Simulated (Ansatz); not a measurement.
## Localised basis functions on twisted h-SiC/h-AlN monolayer on bilayer, 38.21° (42 atoms)

Aim: test how closely localised support functions follow the reference on twisted h-SiC/h-AlN monolayer on bilayer, 38.21° (42 atoms), and at what cost. A setting counts as converged where the r.m.s. difference of forces stays under 1 % of the r.m.s. force.

Program: Ansatz 0.2.0. Level of theory: Kohn-Sham DFT, PBE+D4, PAW (set soft_2), plane waves. Results are calculated unless marked as measured.

## 1. The structure

The cell holds 42 atoms: 14 Si, 14 C, 7 Al and 7 N. Cell: a = 8.242 Å, b = 8.242 Å, c = 18.580 Å, α = 90.0°, β = 90.0°, γ = 120.0°. It derives from SiC and AlN. h-SiC (a = 3.1 Å) under h-AlN (a = 3.13 Å), monolayer on bilayer, commensurate cell of 7 unit cells a layer, twist 38.21 deg, both strained to the mean lattice constant; facing planes 3.19, 3.39 Å apart; 12 Å of vacuum; layers as built, displaced by a Gaussian of 0.01 Å. Regions: layer 1, 14 atoms (7 Si and 7 C); layer 2, 14 atoms (7 Si and 7 C); layer 3, 14 atoms (7 Al and 7 N). Vacuum lies along c.

Structure file:

```cif
data_structure
_symmetry_space_group_name_H-M 'P 1'
_symmetry_Int_Tables_number 1
_cell_length_a 8.2415
_cell_length_b 8.2415
_cell_length_c 18.5800
_cell_angle_alpha 90.000
_cell_angle_beta 90.000
_cell_angle_gamma 120.000
_cell_volume 1092.92
loop_
_atom_site_label
_atom_site_type_symbol
_atom_site_fract_x
_atom_site_fract_y
_atom_site_fract_z
_atom_site_occupancy
Si1 Si 0.19185 0.23846 0.32384 1
C2 C 0.23680 0.04716 0.32337 1
Si3 Si 0.33426 0.66762 0.32338 1
C4 C 0.38211 0.47552 0.32316 1
Si5 Si 0.47648 0.09539 0.32304 1
C6 C 0.52370 0.90410 0.32249 1
Si7 Si 0.61835 0.52314 0.32355 1
C8 C 0.66435 0.33480 0.32172 1
Si9 Si 0.76403 0.95421 0.32240 1
C10 C 0.81083 0.76354 0.32270 1
Si11 Si 0.90701 0.38204 0.32290 1
C12 C 0.95100 0.19009 0.32347 1
Si13 Si 0.04842 0.80921 0.32223 1
C14 C 0.09865 0.62106 0.32327 1
Si15 Si 0.38160 0.47391 0.49554 1
C16 C 0.42778 0.28527 0.49509 1
Si17 Si 0.52325 0.90464 0.49353 1
C18 C 0.57132 0.71500 0.49505 1
Si19 Si 0.66735 0.33450 0.49383 1
C20 C 0.71481 0.14340 0.49373 1
Si21 Si 0.80894 0.76339 0.49386 1
C22 C 0.85707 0.57137 0.49556 1
Si23 Si 0.95148 0.18797 0.49471 1
C24 C 0.99868 0.99993 0.49522 1
Si25 Si 0.09450 0.61797 0.49435 1
C26 C 0.14160 0.42787 0.49409 1
Si27 Si 0.23995 0.04882 0.49523 1
C28 C 0.28663 0.85774 0.49414 1
Al29 Al 0.61836 0.09401 0.67634 1
N30 N 0.66483 0.33377 0.67736 1
Al31 Al 0.47580 0.38232 0.67686 1
N32 N 0.52391 0.61891 0.67789 1
Al33 Al 0.18852 0.95018 0.67630 1
N34 N 0.23615 0.19042 0.67779 1
Al35 Al 0.33546 0.66839 0.67666 1
N36 N 0.38019 0.90427 0.67591 1
Al37 Al 0.04780 0.23828 0.67714 1
N38 N 0.09612 0.47837 0.67704 1
Al39 Al 0.76067 0.80861 0.67795 1
N40 N 0.81010 0.04712 0.67669 1
Al41 Al 0.90408 0.52455 0.67700 1
N42 N 0.95242 0.76390 0.67729 1
```

Limits known from the start: Beside vacuum, support functions can miss their usual error bounds without a warning.

## 2. Plane-wave single point

This run is the reference for what follows, at a cutoff of 420 eV.

Input file input.yaml:

```yaml
crystal:
  lattice:
    - [8.2415, 0.0, 0.0]
    - [-4.12075, 7.13735, 0.0]
    - [0.0, 0.0, 18.58]
  atoms:
    - { symbol: Si, position: [0.19185, 0.23846, 0.32384] }
    - { symbol: C, position: [0.2368, 0.04716, 0.32337] }
    - { symbol: Si, position: [0.33426, 0.66762, 0.32338] }
    - { symbol: C, position: [0.38211, 0.47552, 0.32316] }
    [... 32 atom lines left out ...]
    - { symbol: Al, position: [0.0478, 0.23828, 0.67714] }
    - { symbol: "N", position: [0.09612, 0.47837, 0.67704] }
    - { symbol: Al, position: [0.76067, 0.80861, 0.67795] }
    - { symbol: "N", position: [0.8101, 0.04712, 0.67669] }
    - { symbol: Al, position: [0.90408, 0.52455, 0.677] }
    - { symbol: "N", position: [0.95242, 0.7639, 0.67729] }
kpoints:
  mp_grid: { grid: [2, 2, 1] }
hamiltonian:
  xc: pbe
  dispersion: d4
scf:
  occupations: { method: gaussian, width: 0.025 }
output:
  forces: true
  populations: true
  dos:
    method: { smearing: { sigma: 0.1 } }
    de: 0.1
    projected:
      site_lists:
        Al: [Al]
        C: [C]
        "N": ["N"]
        Si: [Si]
        layer_1: [0, 1, 2, 3, 4, 5, 6, 7, 8, 9, 10, 11, 12, 13]
        layer_2: [14, 15, 16, 17, 18, 19, 20, 21, 22, 23, 24, 25, 26, 27]
        layer_3: [28, 29, 30, 31, 32, 33, 34, 35, 36, 37, 38, 39, 40, 41]
  eigenvalues: true
  write_density: true
  write_potential: true
  volumetric_format: npy
  elf: true
```

Command:

```sh
$ ansatz run input.yaml --threads 4 --pin off --max-ram 8192MiB --backend cpu --events-out ev --progress --plain --runs-dir out
```

Numbers of over 12 decimals in the logs are rounded to 6 here.

What it wrote:

```text
Engine: ansatz 0.2.0, aarch64-unknown-linux-gnu
Pseudopotentials: kind: paw
Pseudopotential: Si, paw, valence charge 4, recommended cutoff 420 eV (normal), Si.paw.azcp
Pseudopotential: C, paw, valence charge 4, recommended cutoff 420 eV (normal), C.paw.azcp
Pseudopotential: Al, paw, valence charge 3, recommended cutoff 420 eV (normal), Al.paw.azcp
Pseudopotential: N, paw, valence charge 5, recommended cutoff 420 eV (normal), N.paw.azcp
[... 5 lines on functional and potentials left out ...]
Crystal: 42 atoms, lattice volume = 1092.921 Å³
Basis set: ecut = 420 eV, 21369 PW (Γ), exchange–correlation on 120×120×250 points (8 copies of the dense FFT grid, shifted against one another)
Bands: 126, of which v1, the nominal top of the filled ones, is band 84 counted from 1 (83 counted from 0)
Symmetry: 1 space group operations
Space group: P1 (ITA 1), of the structure as read, at distance tolerance 1.0e-4 Å
k-points: 4
[... 9 lines on functional and potentials left out ...]
Initial density: superposition of atomic densities (neutral atoms: chi_scale 0, normalization atom), corrected by the library's trained network
Initial wavefunctions: pseudopotential atomic-orbital guess
Functional: x = pbe(κ = 0.804, μ = 0.219515), c = pbe(β = 0.066725)
SCF iter   1: F=—  HF=-18878.373012 eV  |F-HF|=—  |Δ(HF+E_count)|=         —  Δρ=2.38e-3  dr2=1.14e-1  ethr=1.77e-3  ⟨swp⟩=9.0  Hψ=3049  notcnv=0  defer=59
preconditioner: auto → Resta (q_TF=auto, 1.997 Å⁻¹)  ε∞=3.0  [insulator: Δε(μ)=1.990 eV  Ē_g=10.355 eV  σ=0.025 eV  W_gap=1.00  n_scr=148 (ndim 8)  ℏωp=14.6 eV  f_vac=0.428  D(μ)=0.00/eV (n_scr^D=0)  ε∞_Penn≈3.0  vacuum switching on, ρ_ref=7.8e-3 e/Å³]
SCF iter   2: F=—  HF=-18878.370228 eV  |F-HF|=—  |Δ(HF+E_count)|=   2.78e-3  Δρ=1.21e-3  dr2=2.52e-2  ethr=6.79e-5  ⟨swp⟩=2.5  Hψ=882  notcnv=0  defer=142
SCF iter   3: F=—  HF=-18878.372309 eV  |F-HF|=—  |Δ(HF+E_count)|=   2.08e-3  Δρ=5.18e-4  dr2=4.28e-3  ethr=1.50e-5  ⟨swp⟩=2.2  Hψ=592  notcnv=0  defer=142
SCF iter   4: F=—  HF=-18878.372575 eV  |F-HF|=—  |Δ(HF+E_count)|=   2.66e-4  Δρ=1.64e-4  dr2=2.77e-4  ethr=2.55e-6  ⟨swp⟩=2.0  Hψ=697  notcnv=0  defer=142
SCF iter   5: F=—  HF=-18878.372644 eV  |F-HF|=—  |Δ(HF+E_count)|=   6.87e-5  Δρ=8.29e-5  dr2=8.48e-5  ethr=1.65e-7  ⟨swp⟩=2.0  Hψ=698  notcnv=0  defer=142
SCF iter   6: F=—  HF=-18878.372615 eV  |F-HF|=—  |Δ(HF+E_count)|=   2.83e-5  Δρ=2.16e-5  dr2=5.47e-6  ethr=5.05e-8  ⟨swp⟩=2.0  Hψ=825  notcnv=0  defer=142
SCF iter   7: F=—  HF=-18878.372617 eV  |F-HF|=—  |Δ(HF+E_count)|=   1.78e-6  Δρ=7.55e-6  dr2=7.36e-7  ethr=3.25e-9  ⟨swp⟩=2.0  Hψ=697  notcnv=0  defer=142
SCF iter   8: F=-18878.372617 eV  HF=-18878.372617 eV  |F-HF|=3.22e-8  |Δ(HF+E_count)|=   1.80e-7  Δρ=2.67e-6  dr2=7.69e-8  ethr=5.95e-11  ⟨swp⟩=23.8  Hψ=5411  notcnv=0
WARN: dispersion: an atom stands within reach of a switch of its C6 between two reference coordination numbers of its element: through that C6 alone, e_disp changes by 0.025 eV or more while the distances to its neighbours run over a stretch of 0.05 Å that contains this geometry (sites counted from 0 in the run's list of atoms or, [...]
SCF 1 converged in 8 iterations: F = -18878.372617 eV  dr2 = 7.69e-8
  greatest PAW one-centre occupation: 0.793 electrons in one spin orbital (limit 2), on the N atom at site 31 (counted from 0), in its partial waves of l = 0
WARN: The output density's exchange-correlation potential varies sharply where the density is thin. Do not read a vacuum level from v_tot or v_xc, or from such a field of the output density. On a cell that repeats whose density bears no net charge and no dipole along the vacuum's axis use v_es (v_loc + v_h of the components); [...]
SCF converged after 8 iterations
Free energy (F): -18878.372617 eV
Harris-Foulkes:  -18878.372617 eV  (|F-HF|=3.22e-8)
Internal energy: -18878.372617 eV  (E = F + TS)
E sigma→0 (E₀):  -18878.372617 eV
Fermi energy:    1.553509 eV
--- Per-component energies (eV) ---
  E_band       = -829.421719
  E_kinetic    = 2930.752908
  E_local      = -36881.479149  (includes V_loc(G=0)·N_el)
  E_nonlocal   = 1126.664252
  E_hartree    = 17258.269540
  E_xc         = -2150.463698
  E_vxc        = -2231.868497  (∫ρ·V_xc dr)
  E_paw        = -12734.071184  (= ΣΔE_a)
  E_vpaw       = -290.019813  (= ΣTr[D̂ρ^β])
  E_aug_tail   = 0.000857  (compensation charges beyond the density's cutoff)
  E_ewald      = 11581.922579
  E_disp       = -9.968723  (pairwise vdW)
  E_smearing   = -0.000000  (= −TS)
  E_closure    = 0.000000  (closes the sum)
  Σ components = -18878.372617   (vs F -18878.372617, Δ=0.00e0)
--- Forces (eV/Å), atoms counted from 1 ---
  atom   1  Si    -0.42976227    -0.08349737     0.08367842
  atom   2  C      0.37434228     0.07610986    -0.08227899
  atom   3  Si     0.48279185    -0.28508814     0.09307382
  atom   4  C     -0.47615244     0.26220159    -0.02892640
  atom   5  Si    -0.12324180    -0.05996914     0.05790545
  atom   6  C      0.19390786     0.36120887    -0.04980064
  atom   7  Si     0.07018635     0.72899448    -0.00803749
  atom   8  C      1.09490003    -0.28844952     0.03796627
  atom   9  Si    -0.37227070    -0.48699683     0.13938376
  atom  10  C      0.01806948    -0.37355461    -0.04382287
  atom  11  Si    -0.71865353     0.03914981     0.11258669
  atom  12  C      0.54286339     0.42563393    -0.11684780
  atom  13  Si    -0.23786780     0.07570541     0.19289026
  atom  14  C     -0.40985511    -0.39435136    -0.11186674
[...]
atom  41  Al     0.00134399     0.01205349    -0.21880935
  atom  42  N     -0.12997301    -0.49380442     0.10379047
  max |Σ_I F_I| component: 3.89e-4 eV/Å
--- Band table (eV) ---
  k-point 0: bands = ["-13.5558", "-13.3827", "-12.9063", "-12.2730", [... 110 levels ...], "6.3096", "6.3155", "6.3571", "6.3630", "6.4127", "6.8215", "6.9611", "6.9831", "7.0884", "7.1527", "7.1801", "7.2704"]
[...]
--- Löwdin populations: 42 sites ---
  site symbol       q [e]
     0     Si      2.8910
     1      C      4.9869
     2     Si      2.8840
[...]
41      N      6.0904
  spilling = 0.011227 (of n_electrons = 168.000000)
```

The job ended after 21 s (4 threads of Arm Neoverse V2, shared host; peak memory 3.1 GiB).

The program notes that the dispersion model switches parameters near this geometry and the exchange-correlation potential is rough where the density is thin.

The run gave:

```
free energy                                      : -18878.3726 eV
free energy per atom                             : -449.4851 eV/atom
SCF cycles                                       : 8
r.m.s. force component                           : 0.3063 eV/Å
longest force                                    : 1.133 eV/Å
Fermi energy                                     : 1.554 eV
gap (highest filled to lowest empty level) : 1.864 eV
spilling of the projection                       : 0.01123
```

The r.m.s. force component of 0.31 eV/Å sets the scale for the differences below.

## 3. Support functions low

The cell is solved in localised support functions. The level low gives here a grid of 48×48×90 points and a radius of 3.88 Å.

This step: Kohn-Sham DFT, PBE+D4, PAW (set soft_2), localised support functions (low) (Ansatz 0.2.0).

input.yaml, the sections that differ from step 2:

```yaml
scf:
  occupations: { method: gaussian, width: 0.025 }
  eigensolver: { kind: { support_functions: { accuracy: low } } }
  mixing: { beta: 0.4 }
  max_iter: 150
output:
  forces: true
  eigenvalues: true
# crystal, kpoints, hamiltonian: as in step 2
```

What it wrote:

```text
Warning: scf.eigensolver.kind.support_functions: disabling space-group detection — the functions' gradient is summed over unrotated k-points, so no spatial operation reduces the k-mesh or symmetrises the density; time reversal is kept, so that k and −k are solved as one point where they differ and the mesh holds both, and exact exchange and, on two spinor components, a DFT+U term hold to it where the run has them: [...]
settings of this run that can trade accuracy for cost: scf.eigensolver.kind.support_functions; scf.eigensolver.kind.support_functions.accuracy: low [...]
[...]
Crystal: 42 atoms, lattice volume = 1092.921 Å³
Basis set: ecut = 420 eV, 21369 PW (Γ), exchange–correlation on 120×120×250 points (8 copies of the dense FFT grid, shifted against one another)
Bands: 101, of which v1, the nominal top of the filled ones, is band 84 counted from 1 (83 counted from 0)
Symmetry: 1 space group operations
k-points: 4
[...]
Eigensolver: Support functions (low, 48×48×90 points, laid for a spacing of at most 0.212739 Å, radius 3.879741 Å, 30 sites without an atom, 3 species' potentials softened for the grid, 4 wholly corrected for its errors in the mean over positions, 4 with the egg-box correction, energy correction by stochastic trace)
[...]
SCF iter   1: F=—  HF=-18915.825224 eV  |F-HF|=—  |Δ(HF+E_count)|=         —  Δρ=1.13e-1  dr2=1.89e2  ethr=1.00e-1
[...]
SCF iter  12: F=—  HF=-18878.459531 eV  |F-HF|=—  |Δ(HF+E_count)|=   4.67e-4  Δρ=2.97e-5  dr2=1.52e-5  ethr=3.48e-8  κ⁻¹=1.3e-5(r=7)
SCF iter  13: F=-18878.459892 eV  HF=-18878.459891 eV  |F-HF|=6.44e-7  |Δ(HF+E_count)|=   3.60e-4  Δρ=1.30e-5  dr2=2.11e-6  ethr=9.05e-9
[...]
SCF 1 converged in 13 iterations: F = -18878.464746 eV  dr2 = 2.11e-6
[...]
SCF converged after 13 iterations
Stability not checked: this state was not tested for a lower state beside it, because the mixer in use, unlike msr1, does not test its closes by its own steps (another_mixer; see scf.mixing.algorithm and scf.lower_state_search)
Free energy (F): -18878.464746 eV
[...]
Internal energy: -18878.464746 eV  (E = F + TS)
E sigma→0 (E₀):  -18878.464746 eV
Fermi energy:    1.553779 eV
[...]
Σ components = -18878.464746   (vs F -18878.464746, Δ=0.00e0)
--- Forces (eV/Å), atoms counted from 1 ---
  atom   1  Si    -0.42974487    -0.08352764     0.08368908
  atom   2  C      0.37431610     0.07606371    -0.08195143
  atom   3  Si     0.48265669    -0.28485421     0.09287874
  atom   4  C     -0.47623285     0.26216009    -0.02839399
[...]
atom  42  N     -0.12992722    -0.49407818     0.10449751
  max |Σ_I F_I| component: 2.53e-3 eV/Å
--- Band table (eV) ---
[...]
```

It took 1.7 min on 4 threads; peak memory 2.6 GiB; 6.5 min of CPU time.

The program notes that the band table was not solved further than the SCF left it and it switched symmetry off.

Keys that differ from the reference: support_functions.accuracy = "low", scf.max_iter = 150 and scf.mixing.beta = 0.4.

Forces differ from the reference by 0.28 meV/Å r.m.s., 0.093 % of their size, well within a tolerance of 1 %; the energy by -2.2 meV/atom. It took 1.7 min and 13 cycles; the reference's time can't be set against it, since the two runs asked for unlike analyses.

## 4. Support functions medium

The level medium is asked for. Here it resolves to the same grid and radius as in the run with support functions low, so the basis is not new.

This step: Kohn-Sham DFT, PBE+D4, PAW (set soft_2), localised support functions (medium) (Ansatz 0.2.0).

input.yaml, the sections that differ from step 3:

```yaml
scf:
  occupations: { method: gaussian, width: 0.025 }
  eigensolver: { kind: { support_functions: { accuracy: medium } } }
  mixing: { beta: 0.4 }
  max_iter: 150
# crystal, kpoints, hamiltonian, output: as in step 3
```

What it wrote:

```text
[...]
Crystal: 42 atoms, lattice volume = 1092.921 Å³
Basis set: ecut = 420 eV, 21369 PW (Γ), exchange–correlation on 120×120×250 points (8 copies of the dense FFT grid, shifted against one another)
Bands: 101, of which v1, the nominal top of the filled ones, is band 84 counted from 1 (83 counted from 0)
Symmetry: 1 space group operations
k-points: 4
[...]
Eigensolver: Support functions (medium, 48×48×90 points, laid for a spacing of at most 0.212739 Å, radius 3.879741 Å, 30 sites without an atom, 3 species' potentials softened for the grid, 4 wholly corrected for its errors in the mean over positions, 4 with the egg-box correction, energy correction by stochastic trace)
[...]
SCF iter   1: F=—  HF=-18915.825330 eV  |F-HF|=—  |Δ(HF+E_count)|=         —  Δρ=1.13e-1  dr2=1.89e2  ethr=1.00e-1
[...]
SCF iter  13: F=—  HF=-18878.460204 eV  |F-HF|=—  |Δ(HF+E_count)|=   3.37e-4  Δρ=1.30e-5  dr2=2.08e-6  ethr=9.35e-9  κ⁻¹=2.6e-6(r=7)
SCF iter  14: F=-18878.460481 eV  HF=-18878.460481 eV  |F-HF|=1.60e-7  |Δ(HF+E_count)|=   2.77e-4  Δρ=5.56e-6  dr2=5.78e-7  ethr=1.24e-9
[...]
SCF 1 converged in 14 iterations: F = -18878.464738 eV  dr2 = 5.78e-7
[...]
SCF converged after 14 iterations
[...]
Free energy (F): -18878.464738 eV
[...]
Internal energy: -18878.464738 eV  (E = F + TS)
E sigma→0 (E₀):  -18878.464738 eV
Fermi energy:    1.553751 eV
[...]
Σ components = -18878.464738   (vs F -18878.464738, Δ=0.00e0)
--- Forces (eV/Å), atoms counted from 1 ---
  atom   1  Si    -0.42969546    -0.08355093     0.08366484
  atom   2  C      0.37436872     0.07607907    -0.08210016
  atom   3  Si     0.48267589    -0.28491939     0.09298300
  atom   4  C     -0.47628243     0.26219430    -0.02859907
[...]
atom  42  N     -0.12990146    -0.49416425     0.10420050
  max |Σ_I F_I| component: 1.41e-3 eV/Å
--- Band table (eV) ---
[...]
```

Elapsed: 1.9 min, on 4 threads; peak memory 2.7 GiB; 7.3 min of CPU time.

Keys that differ from the reference: support_functions.accuracy = "medium", scf.max_iter = 150 and scf.mixing.beta = 0.4.

Forces differ from the reference by 0.20 meV/Å r.m.s., 0.067 % of their size, well within a tolerance of 1 %; the energy by -2.2 meV/atom. It took 1.9 min and 14 cycles; the reference's time can't be set against it, since the two runs asked for unlike analyses.

## 5. Support functions high

The cell is solved in localised support functions. The level high gives here a grid of 54×54×120 points and a radius of 4.64 Å.

This step: Kohn-Sham DFT, PBE+D4, PAW (set soft_2), localised support functions (high) (Ansatz 0.2.0).

input.yaml, the sections that differ from step 4:

```yaml
scf:
  occupations: { method: gaussian, width: 0.025 }
  eigensolver: { kind: { support_functions: { accuracy: high } } }
  mixing: { beta: 0.4 }
  max_iter: 150
# crystal, kpoints, hamiltonian, output: as in step 4
```

What it wrote:

```text
[...]
Crystal: 42 atoms, lattice volume = 1092.921 Å³
Basis set: ecut = 420 eV, 21369 PW (Γ), exchange–correlation on 144×144×300 points (8 copies of the dense FFT grid, shifted against one another)
Bands: 101, of which v1, the nominal top of the filled ones, is band 84 counted from 1 (83 counted from 0)
Symmetry: 1 space group operations
k-points: 4
[...]
Eigensolver: Support functions (high, 54×54×120 points, laid for a spacing of at most 0.171373 Å, radius 4.643339 Å, 22 sites without an atom, 2 species' potentials softened for the grid, 4 wholly corrected for its errors in the mean over positions, 4 with the egg-box correction, energy correction by stochastic trace)
[...]
SCF iter   1: F=—  HF=-18916.329805 eV  |F-HF|=—  |Δ(HF+E_count)|=         —  Δρ=1.13e-1  dr2=1.89e2  ethr=1.00e-1
[...]
SCF iter  16: F=—  HF=-18878.463221 eV  |F-HF|=—  |Δ(HF+E_count)|=   1.13e-4  Δρ=9.05e-7  dr2=1.08e-8  ethr=2.53e-11  κ⁻¹=1.2e-6(r=7)
SCF iter  17: F=-18878.463251 eV  HF=-18878.463251 eV  |F-HF|=7.82e-10  |Δ(HF+E_count)|=   3.08e-5  Δρ=4.67e-7  dr2=3.79e-9  ethr=6.45e-12
[...]
SCF 1 converged in 17 iterations: F = -18878.464008 eV  dr2 = 3.79e-9
[...]
SCF converged after 17 iterations
[...]
Free energy (F): -18878.464008 eV
[...]
Internal energy: -18878.464008 eV  (E = F + TS)
E sigma→0 (E₀):  -18878.464008 eV
Fermi energy:    1.553512 eV
[...]
Σ components = -18878.464008   (vs F -18878.464008, Δ=0.00e0)
--- Forces (eV/Å), atoms counted from 1 ---
  atom   1  Si    -0.42962904    -0.08351601     0.08369487
  atom   2  C      0.37430689     0.07615566    -0.08222139
  atom   3  Si     0.48267689    -0.28499018     0.09305424
  atom   4  C     -0.47611356     0.26216547    -0.02884935
[...]
atom  42  N     -0.12998554    -0.49402692     0.10377281
  max |Σ_I F_I| component: 1.87e-4 eV/Å
--- Band table (eV) ---
[...]
```

The job ended after 5.4 min (4 threads; peak memory 4.8 GiB; 21 min of CPU time).

Keys that differ from the reference: support_functions.accuracy = "high", scf.max_iter = 150 and scf.mixing.beta = 0.4.

Forces differ from the reference by 0.14 meV/Å r.m.s., 0.045 % of their size, well within a tolerance of 1 %; the energy by -2.2 meV/atom. It took 5.4 min and 17 cycles; the reference's time can't be set against it, since the two runs asked for unlike analyses.

(Continued in part 2 of 3.)

[Logs are printed without paths, hosts, clocks, repeated set-up lines and the standing remarks that a program may print on its own settings, such as how far it seeks lower states.]

[Hosts, paths, dates, database ids (printed as entryN), source tags and the programs' standing remarks are cut or masked in the printed files.]
